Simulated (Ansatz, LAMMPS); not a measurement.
## Liquid Cu52Ta48 (at. %) at 3700 K (102 atoms): a reference run and its variants

Density of this cell: 11.5 g/cm³. The cell holds 102 atoms: 53 Cu and 49 Ta. Its edges and angles: a = 12.083 Å, b = 12.083 Å, c = 12.083 Å, α = 90.0°, β = 90.0°, γ = 90.0°. 102 atoms (53 Cu, 49 Ta) placed at random at 12.1 g/cm³, melted at 3800 K for 10 ps at fixed volume with the EAM Cu-Ta potential (Zhou, Johnson and Wadley, Phys. Rev. B 69, 144113 (2004)). Snapshot at the end of a hold of 10 ps at 3700 K and zero pressure.

Geometry: as built.

Reference run: Kohn-Sham DFT, PBE, PAW (set soft_1), plane waves; PAW set soft_1 (Ansatz 0.2.0), cutoff 420 eV, k-mesh 3×3×3, cold smearing of 0.15 eV.

* r.m.s. force component: 1.569 eV/Å
* pressure: 3.437 GPa
* spacing of highest filled and lowest empty level: 0.0009 eV
* SCF cycles: 23
* time: 24 s on 1 × NVIDIA GB200 with 32 threads of Arm Neoverse V2, shared host

**Question.** The cell is repeated and solved at Γ. How do error, time and memory go?
- plane waves, 102 atoms (1×1×1)
- support functions, 102 atoms (1×1×1)
- support functions, 816 atoms (2×2×2)
- support functions, 2754 atoms (3×3×3)

Differences are against the typed cell on a 3×3×3 mesh, which samples like Γ on 2754 atoms (r.m.s. force component 1.57 eV/Å). Every repeated cell is solved at Γ, and forces are averaged over the copies of each atom. Hardware: 1 × NVIDIA GB200 with 32 threads of Arm Neoverse V2, shared host.

| atoms | repeats | basis | Δ force, r.m.s. (meV/Å) | Δ energy (meV/atom) | less plane waves of the same size (meV/atom) | spread among copies (meV/Å) | SCF cycles | time | host memory (GiB) | planned on the GPU (GiB) |
| --- | --- | --- | --- | --- | --- | --- | --- | --- | --- | --- |
| 102 | 1×1×1 | plane waves | 103 | 1.67 | - | - | 21 | 2.5 s | 1.4 | 6 |
| 102 | 1×1×1 | support functions | 103 | -0.120 | -1.8 | - | 31 | 6.1 s | 1.3 | 5 |
| 816 | 2×2×2 | support functions | 12.5 | -2.13 | - | 0.66 | 29 | 90 s | 3.0 | 32 |
| 2754 | 3×3×3 | support functions | 2.30 | -1.71 | - | 0.64 | 36 | 16 min | 7.8 | 161 |

With support functions, the time grows as the 1.9 power of the atom count between the two largest sizes, 816 and 2754 atoms. At equal size the support functions lie 1.8 meV/atom below plane waves, as their grid holds more waves than 420 eV. At the largest size the support functions' forces differ from the reference by 0.15 % of the r.m.s. force, where they sample the same k-points.

[Hosts, paths, dates, database ids (printed as entryN), source tags and the programs' standing remarks are cut or masked in the printed files.]
